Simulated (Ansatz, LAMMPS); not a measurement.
# Relaxing amorphous 92HfO2-8Y2O3 (mol %) (79 atoms), part 3 of 4

Aim: bring amorphous 92HfO2-8Y2O3 (mol %) (79 atoms) to a nearby minimum of the energy and see what moves.

Ansatz 0.2.0; Kohn-Sham DFT, PBE, PAW (set soft_2), plane waves.

The cell: 23 Hf, 4 Y and 52 O. The quench rate of 50 K/ps is many orders above laboratory rates. The network of bonds at the start is that of the classical potential that made the cell. Only the Γ point is sampled in the main run, in a cell whose shortest periodic width is 10 Å. No spin–orbit coupling is included.

So far. Step 4 (Cell and atoms relaxed): The relaxation changed the energy by -39.9 meV/atom, and atoms moved by 0.21 Å r.m.s., 0.64 Å at most.

## Step 6: Single point at the relaxed geometry

The electronic structure is read at the final geometry, in a run of its own.

Contents of input.yaml:

```yaml
crystal:
  lattice:
    - [10.26264, 0.04273, -0.20925]
    - [0.04273, 10.0181, 0.24847]
    - [-0.20925, 0.24847, 10.30054]
  atoms:
    - { symbol: Hf, position: [0.67067, 0.40224, 0.61019] }
    - { symbol: Hf, position: [0.43155, 0.82827, 0.59454] }
    - { symbol: Hf, position: [0.12844, 0.07929, 0.56802] }
    - { symbol: Hf, position: [0.34609, 0.50349, 0.41507] }
    [... 69 atom lines left out ...]
    - { symbol: O, position: [0.35842, 0.9837, 0.89904] }
    - { symbol: O, position: [0.53789, 0.52175, 0.36487] }
    - { symbol: O, position: [0.61718, 0.26837, 0.45052] }
    - { symbol: O, position: [0.21554, 0.53021, 0.8217] }
    - { symbol: O, position: [0.1848, 0.29527, 0.11151] }
    - { symbol: O, position: [0.96884, 0.64, 0.46877] }
kpoints:
  mp_grid: { grid: [1, 1, 1] }
hamiltonian:
  xc: pbe
scf:
  occupations: { method: fermi_dirac, width: 0.025 }
output:
  forces: true
  stress: true
  populations: true
  dos:
    method: { smearing: { sigma: 0.08 } }
    de: 0.05
    projected: { site_lists: { Hf: [Hf], O: [O], "Y": ["Y"] } }
  eigenvalues: true
  write_density: true
  write_potential: true
  volumetric_format: npy
```

Run with:

```console
ansatz run input.yaml --threads 4 --pin off --max-ram 8192MiB --backend cpu --events-out ev --progress --plain --runs-dir out
```

Numbers of over 12 decimals in the logs are rounded to 6 here.

Log:

```text
[...]
Crystal: 79 atoms, lattice volume = 1057.925 Å³
Basis set: ecut = 420 eV, 20671 PW (Γ), exchange–correlation on 144×144×144 points (8 copies of the dense FFT grid, shifted against one another)
Bands: 573, of which v1, the nominal top of the filled ones, is band 477 counted from 1 (476 counted from 0)
Symmetry: 1 space group operations
[...]
k-points: 1
[...]
SCF iter   1: F=—  HF=-406626.832493 eV  |F-HF|=—  |Δ(HF+E_count)|=         —  Δρ=3.59e-3  dr2=1.33e-1  ethr=1.77e-3  ⟨swp⟩=4.0  Hψ=1744  notcnv=0  defer=60
[...]
SCF iter  10: F=-406626.826232 eV  HF=-406626.826232 eV  |F-HF|=3.83e-8  |Δ(HF+E_count)|=   1.95e-7  Δρ=2.55e-6  dr2=6.96e-8  ethr=1.05e-11  ⟨swp⟩=15.0  Hψ=4651  notcnv=0
SCF 1 converged in 10 iterations: F = -406626.826232 eV  dr2 = 6.96e-8
[...]
SCF converged after 10 iterations
Free energy (F): -406626.826232 eV
[...]
Internal energy: -406626.826232 eV  (E = F + TS)
E sigma→0 (E₀):  -406626.826232 eV
Fermi energy:    13.021425 eV
[...]
--- Forces (eV/Å), atoms counted from 1 ---
  atom   1  Hf    -0.00648566     0.00987131     0.00199837
  atom   2  Hf     0.00265583    -0.00512364     0.00371078
  atom   3  Hf     0.00034173     0.00187053     0.00346876
  atom   4  Hf     0.01171296     0.00230052     0.00175776
  atom   5  Hf     0.02309927    -0.01731140     0.00378665
  atom   6  Hf     0.00003089     0.00111209     0.01310038
  atom   7  Hf    -0.00215535     0.00984056     0.00006848
  atom   8  Hf     0.00488301     0.00500889     0.00593893
  atom   9  Hf    -0.01345667    -0.00897951     0.00641209
  atom  10  Hf     0.00423136    -0.00546892     0.00195877
  atom  11  Hf     0.00712928     0.00089823    -0.01113222
  atom  12  Hf    -0.00943031     0.00832247     0.00111917
  atom  13  Hf    -0.00566793     0.00498544     0.01384367
  atom  14  Hf    -0.00503359     0.00008976    -0.00169784
[...]
atom  78  O     -0.00477259     0.00676734    -0.00317565
  atom  79  O      0.00222324     0.00043123     0.00166955
  max |Σ_I F_I| component: 1.51e-4 eV/Å
--- Stress (GPa, compression-positive) ---
       -0.009425       0.003753      -0.001628
        0.003753      -0.014916       0.000210
       -0.001628       0.000210      -0.019781
  P = ⅓ Tr σ = -0.0147 GPa (-0.147 kbar)
--- Band table (eV) ---
[...]
--- Löwdin populations: 79 sites ---
  site symbol       q [e]
     0     Hf     24.5146
     1     Hf     24.5446
     2     Hf     24.5828
[...]
78      O      6.6852
  spilling = 0.002703 (of n_electrons = 954.000000)
```

The job ended after 55 s (4 threads of Arm Neoverse N1, shared host; peak memory 1.8 GiB; 3.5 min of CPU time).

The run gave:

```yaml
free_energy: -406626.8262 eV
free_energy_per_atom: -5147.1750 eV/atom
scf_cycles: 10
pressure: -0.01471 GPa
r_m_s_force_component: 0.00592 eV/Å
longest_force: 0.02911 eV/Å
fermi_energy: 13.02 eV
spacing_of_highest_filled_and_lowest_empty_level: 3.793 eV
spilling_of_the_projection: 0.002703
```

Löwdin charges by element and coordination (they lack the spilled electrons, 0.033 e an atom on average):

| element | coordination | atoms | mean charge (e) | spread | least | most |
| --- | --- | --- | --- | --- | --- | --- |
| Hf | all | 23 | 1.43 | 0.0316 | 1.33 | 1.49 |
| Hf | 5 | 1 | 1.46 | 0 | 1.46 | 1.46 |
| Hf | 6 | 19 | 1.43 | 0.026 | 1.37 | 1.49 |
| Hf | 7 | 3 | 1.40 | 0.0497 | 1.33 | 1.44 |
| O | all | 52 | -0.675 | 0.0212 | -0.725 | -0.630 |
| O | 2 | 3 | -0.634 | 0.0033 | -0.637 | -0.630 |
| O | 3 | 37 | -0.676 | 0.0172 | -0.714 | -0.637 |
| O | 4 | 12 | -0.682 | 0.0235 | -0.725 | -0.647 |
| Y | all | 4 | 1.21 | 0.0328 | 1.17 | 1.26 |
| Y | 5 | 1 | 1.26 | 0 | 1.26 | 1.26 |
| Y | 6 | 1 | 1.18 | 0 | 1.18 | 1.18 |
| Y | 7 | 2 | 1.20 | 0.0231 | 1.17 | 1.22 |

Density of states as counts of states in windows of 1 eV (from the Fermi level), total and the larger projections:

| from (eV) | to (eV) | total | O p | Hf d | Y d |
| --- | --- | --- | --- | --- | --- |
| -10 | -7 | 0.0 | 0.0 | 0.0 | 0.0 |
| -7 | -6 | 28.2 | 19.4 | 6.2 | 0.3 |
| -6 | -5 | 67.7 | 48.6 | 14.5 | 1.1 |
| -5 | -4 | 67.4 | 52.6 | 9.9 | 1.4 |
| -4 | -3 | 73.1 | 63.3 | 5.8 | 1.1 |
| -3 | -2 | 69.9 | 64.3 | 3.0 | 0.7 |
| -2 | -1 | 5.7 | 5.4 | 0.2 | 0.0 |
| -1 | 1 | 0.0 | 0.0 | 0.0 | 0.0 |
| 1 | 2 | 1.9 | 0.2 | 1.4 | 0.1 |
| 2 | 3 | 25.8 | 2.9 | 18.3 | 1.9 |
| 3 | 4 | 55.6 | 6.4 | 39.1 | 5.5 |
| 4 | 5 | 61.7 | 8.8 | 36.9 | 9.4 |

Between -26 and -10 eV lie 450 more states.

The stored curve holds about 762 of the 954 electrons; the rest, give or take the few that broadening carries across the Fermi level, lie in deeper levels below its range.

The levels nearest the highest filled one (over half full), pooled over k-points and spins:

| level less the highest filled one (eV) | occupation |
| --- | --- |
| -0.223 | 2 |
| -0.181 | 2 |
| -0.169 | 2 |
| -0.0919 | 2 |
| -0.0614 | 2 |
| 0 | 2 |
| 3.79 | 0 |
| 4.12 | 0 |
| 4.16 | 0 |
| 4.34 | 0 |
| 4.38 | 0 |
| 4.55 | 0 |

Valence density in the ab plane at fractional z = 0.125, with atoms of Hf and Y and O within 0.2 Å of it. It is the smooth field of the valence electrons, not physical close to the nuclei.

Values in e/Å³, 13 rows by 16 columns, each cell a mean:
```
 0  0  1  1  0  0  0  0  0  2  4  1  0  1  4  1
 0  0  1  2  1  0  1  1  0  0  1  0  0  1  4  1
 0  0  2  4  2  0  0  1  0  0  0  0  0  1  0  0
 0  0  0  1  1  0  0  1  1  0  0  0  2  3  1  0
 0  0  0  0  0  0  0  2  4  1  0  0  1  2  1  0
 0  0  0  0  0  0  0  1  1  0  0  0  0  0  0  0
 0  0  0  0  0  0  0  1  4  1  0  0  1  1  0  0
 6  0  0  0  0  0  0  1  4  1  0  0  0  1  1  8
12  1  2  3  0  0  0  0  0  0  0  0  0  0  1 15
 1  0  2  3  1  0  1  0  0  0  3  3  0  0  0  1
 0  0  0  0  0  1  3  2  0  0  1  1  1  0  1  0
 0  0  1  1  0  0  1  1  0  0  0  0  3  3  1  0
 0  0  2  5  1  0  0  0  0  1  2  1  1  1  0  0
```
Columns run along a (10.3 Å), rows up along b (10.0 Å). Atoms in or near the plane, at fractional coordinates: Hf at (0.99, 0.36), Y at (0.83, 0.70), Y at (0.21, 0.81), O at (0.52, 0.45), O at (0.20, 0.03), O at (0.90, 0.91), O at (0.18, 0.30).

Electrostatic potential energy in the ab plane at fractional z = 0.125, with atoms of Hf and Y and O within 0.2 Å of it. With pseudopotentials it is smooth inside the atoms' cores, unlike the true potential.

Ten even steps from '0' (-35 eV) to '9' (17 eV), each cell a mean:
```
99998558999999998301699885479
99998888899999998523899961028
99986334789988889989999972139
99872000379977889999999987689
99861000279988889999987667899
99873000489998888999974112689
99987445789987667899861000378
99998888999875335789861000378
99999999999874224789974112689
99999999999876446899988767899
99999988888888778999999889999
99999987678898657999999779999
78999886668897102799998668887
35799987778997202799999888742
12689998889999757999999998411
12586358999999999999999997411
14772016999999998887799998631
67884137999999999851269999876
89999788888546999961269999988
99999988787214999997677778889
99999988888547999999875457899
99999768889999999999853236899
99996115999999999999864346899
99995104999999999634887678899
```
Columns run along a (10.3 Å; values clipped at the 3rd and 97th percentile), rows up along b (10.0 Å). Atoms in or near the plane, at fractional coordinates: Hf at (0.99, 0.36), Y at (0.83, 0.70), Y at (0.21, 0.81), O at (0.52, 0.45), O at (0.20, 0.03), O at (0.90, 0.91), O at (0.18, 0.30).

Mean Löwdin charges: Hf +1.43, O -0.68, Y +1.21 e. The largest share in the top eV of filled states is O p (93 % of the projected weight), and in the lowest eV of empty states Hf d (73 % of the projected weight).

Local excerpt of 11 atoms (numbers count through the whole input) about O73, which has 4 bonded neighbours where the commonest count for O is 3; x, y, z are measured from there.

| atom | x | y | z | distance (Å) | bonds | Löwdin charge (e) |
| --- | --- | --- | --- | --- | --- | --- |
| O73 | 0.00 | 0.00 | 0.00 | 0.00 | 4 | -0.67 |
| Hf4 | 0.38 | -0.74 | 1.82 | 2.00 | 6 | 1.44 |
| Hf21 | 2.10 | 0.61 | -0.51 | 2.24 | 7 | 1.33 |
| Y27 | -0.21 | -1.02 | -2.15 | 2.39 | 7 | 1.17 |
| O70 | 0.74 | 1.10 | -2.24 | 2.60 | 4 | -0.68 |
| Y25 | -0.95 | 2.22 | -1.12 | 2.66 | 6 | 1.18 |
| O75 | 2.36 | -0.56 | 1.27 | 2.73 | 3 | -0.66 |
| O59 | 0.12 | 1.19 | 2.62 | 2.87 | 3 | -0.68 |
| O34 | 2.25 | -1.36 | -1.22 | 2.90 | 4 | -0.69 |
| O31 | 1.40 | 2.59 | -0.38 | 2.97 | 4 | -0.68 |
| O41 | 0.32 | -2.72 | 1.27 | 3.02 | 3 | -0.66 |

The column of bonds counts only the pairs O-Hf within 2.82 Å, O-Y within 3.00 Å; other neighbours, such as metal atoms beside each other in a compound, aren't counted, and periodic images can show an atom twice.

## Step 7: K-mesh 2×2×2

A denser mesh tests the sampling of the Brillouin zone.

input.yaml, as its differences from that of step 6:

```diff
@@ -8,3 +8,3 @@
 kpoints:
-  mp_grid: { grid: [1, 1, 1] }
+  mp_grid: { grid: [2, 2, 2] }
 hamiltonian:
@@ -22,4 +22 @@
   eigenvalues: true
-  write_density: true
-  write_potential: true
-  volumetric_format: npy
```

Log:

```text
[...]
Crystal: 79 atoms, lattice volume = 1057.925 Å³
Basis set: ecut = 420 eV, 20671 PW (Γ), exchange–correlation on 144×144×144 points (8 copies of the dense FFT grid, shifted against one another)
Bands: 573, of which v1, the nominal top of the filled ones, is band 477 counted from 1 (476 counted from 0)
Symmetry: 1 space group operations
[...]
k-points: 8
[...]
SCF iter   1: F=—  HF=-406626.957391 eV  |F-HF|=—  |Δ(HF+E_count)|=         —  Δρ=3.54e-3  dr2=1.28e-1  ethr=1.77e-3  ⟨swp⟩=4.0  Hψ=14026  notcnv=0  defer=510
[...]
SCF iter   9: F=—  HF=-406626.951657 eV  |F-HF|=—  |Δ(HF+E_count)|=   7.16e-7  Δρ=3.14e-6  dr2=1.52e-7  ethr=2.13e-10  ⟨swp⟩=2.0  Hψ=7530  notcnv=0  defer=726
SCF iter  10: F=-406626.951657 eV  HF=-406626.951657 eV  |F-HF|=3.51e-8  |Δ(HF+E_count)|=   1.80e-7  Δρ=2.45e-6  dr2=6.47e-8  ethr=1.05e-11  ⟨swp⟩=11.0  Hψ=20613  notcnv=0
SCF 1 converged in 10 iterations: F = -406626.951657 eV  dr2 = 6.47e-8
[...]
SCF converged after 10 iterations
Free energy (F): -406626.951657 eV
[...]
Internal energy: -406626.951657 eV  (E = F + TS)
E sigma→0 (E₀):  -406626.951657 eV
Fermi energy:    13.056095 eV
[...]
Σ components = -406626.951657   (vs F -406626.951657, Δ=0.00e0)
--- Forces (eV/Å), atoms counted from 1 ---
  atom   1  Hf    -0.03503141     0.03969097     0.02422450
  atom   2  Hf    -0.01326222     0.01623893     0.01318655
  atom   3  Hf    -0.00395060    -0.02406964     0.01767484
  atom   4  Hf     0.00745160     0.02638702     0.00475013
[...]
atom  79  O     -0.00580921    -0.01356288    -0.01518580
  max |Σ_I F_I| component: 1.40e-4 eV/Å
--- Stress (GPa, compression-positive) ---
        0.017787       0.006628      -0.022566
        0.006628      -0.018003      -0.001933
       -0.022566      -0.001933      -0.018156
  P = ⅓ Tr σ = -0.0061 GPa (-0.061 kbar)
--- Band table (eV; the first three rows and the last of 8) ---
[...]
--- Löwdin populations: 79 sites ---
  site symbol       q [e]
     0     Hf     24.5135
     1     Hf     24.5407
     2     Hf     24.5835
[...]
78      O      6.6881
  spilling = 0.002708 (of n_electrons = 954.000000)
```

It took 8.6 min on 4 threads; peak memory 5.7 GiB; 33 min of CPU time.

The program notes that it cut back its work space to fit the memory limit.

Geometry and reference: those of the single point at the relaxed geometry.

Forces differ from those of the single point at the relaxed geometry by 17 meV/Å r.m.s.; the energy by -1.6 meV/atom and the gap by -0.058 eV. It took 8.6 min and 10 cycles; the reference's time can't be set against it, since the two runs asked for unlike analyses.

(Continued in part 4 of 4.)

[Logs are printed without paths, hosts, clocks, repeated set-up lines and the standing remarks that a program may print on its own settings, such as how far it seeks lower states.]

[Hosts, paths, dates, database ids (printed as entryN), source tags and the programs' standing remarks are cut or masked in the printed files.]
